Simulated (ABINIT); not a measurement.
Planning a run of ABINIT 10.8.3 on AlN (F-43m). The input:

```
acell 3*1.0 Angstrom
rprim 
  -0.000000000000 2.183993559600 2.183993559600
  2.183993559600 -0.000000000000 2.183993559600
  2.183993559600 2.183993559600 -0.000000000000
ntypat 2
znucl 13 7
natom 2
typat 1 2
xred 
  0.000000000000 0.000000000000 0.000000000000
  0.750000000000 0.750000000000 0.750000000000
pp_dirpath "pseudos"
pseudos "Al.upf, N.upf"
ecut 36
ngkpt 6 6 6
nshiftk 1
shiftk 0 0 0
kptopt 1
chksymbreak 0
istwfk *1
occopt 1
irdwfk 1
optdriver 4
nband 99
gwcalctyp 27
ecutsigx 36
symsigma 0
nkptgw 16
kptgw 
  0.0000000000 0.0000000000 0.0000000000
  0.1666666667 0.0000000000 0.0000000000
  0.3333333333 0.0000000000 0.0000000000
  0.5000000000 0.0000000000 0.0000000000
  0.1666666667 0.1666666667 0.0000000000
  0.3333333333 0.1666666667 0.0000000000
  0.5000000000 0.1666666667 0.0000000000
  -0.3333333333 0.1666666667 0.0000000000
  -0.1666666667 0.1666666667 0.0000000000
  0.3333333333 0.3333333333 0.0000000000
  0.5000000000 0.3333333333 0.0000000000
  -0.3333333333 0.3333333333 0.0000000000
  0.5000000000 0.5000000000 0.0000000000
  0.5000000000 0.3333333333 0.1666666667
  -0.3333333333 0.3333333333 0.1666666667
  -0.3333333333 0.5000000000 0.1666666667
bdgw 
  1 13
  1 13
  1 13
  1 13
  1 13
  1 13
  1 13
  1 13
  1 13
  1 13
  1 13
  1 13
  1 13
  1 13
  1 13
  1 13
ecuteps 8
irdscr 1
irdqps 1
rhoqpmix 0.3
indata_prefix "in"
outdata_prefix "out"
tmpdata_prefix "tmp"
```

```sh
OMP_NUM_THREADS=1 mpirun -n 8 abinit run.abi > log
```

Question: How long will it take on 8 MPI ranks of Intel Xeon 6975P-C (Granite Rapids), shared host, and how much memory?

It took 34 s; on shared hardware allow 17 s to 69 s. Peak host memory was 1.8 GiB.

[Paths, hosts, dates, memory and timing lines, banners, echoed tables and standing remarks are left out of the program output.]

[Logs are printed without paths, hosts, clocks, repeated set-up lines and the standing remarks that a program may print on its own settings, such as how far it seeks lower states.]

[Runs of the session that timed out or met a known fault of the program may be left out.]

[Hosts, paths, dates, database ids (printed as entryN), source tags and the programs' standing remarks are cut or masked in the printed files.]

[G0W0 gaps are taken among the corrected bands and points alone; a level outside them can change the order at an edge.]

[Where Ansatz stands beside ABINIT at settings called matched, ABINIT's density can come from a denser mesh and the files from another edition; pairs whose starting gaps differed by over 0.03 eV were left out, so agreement reads better than it is.]
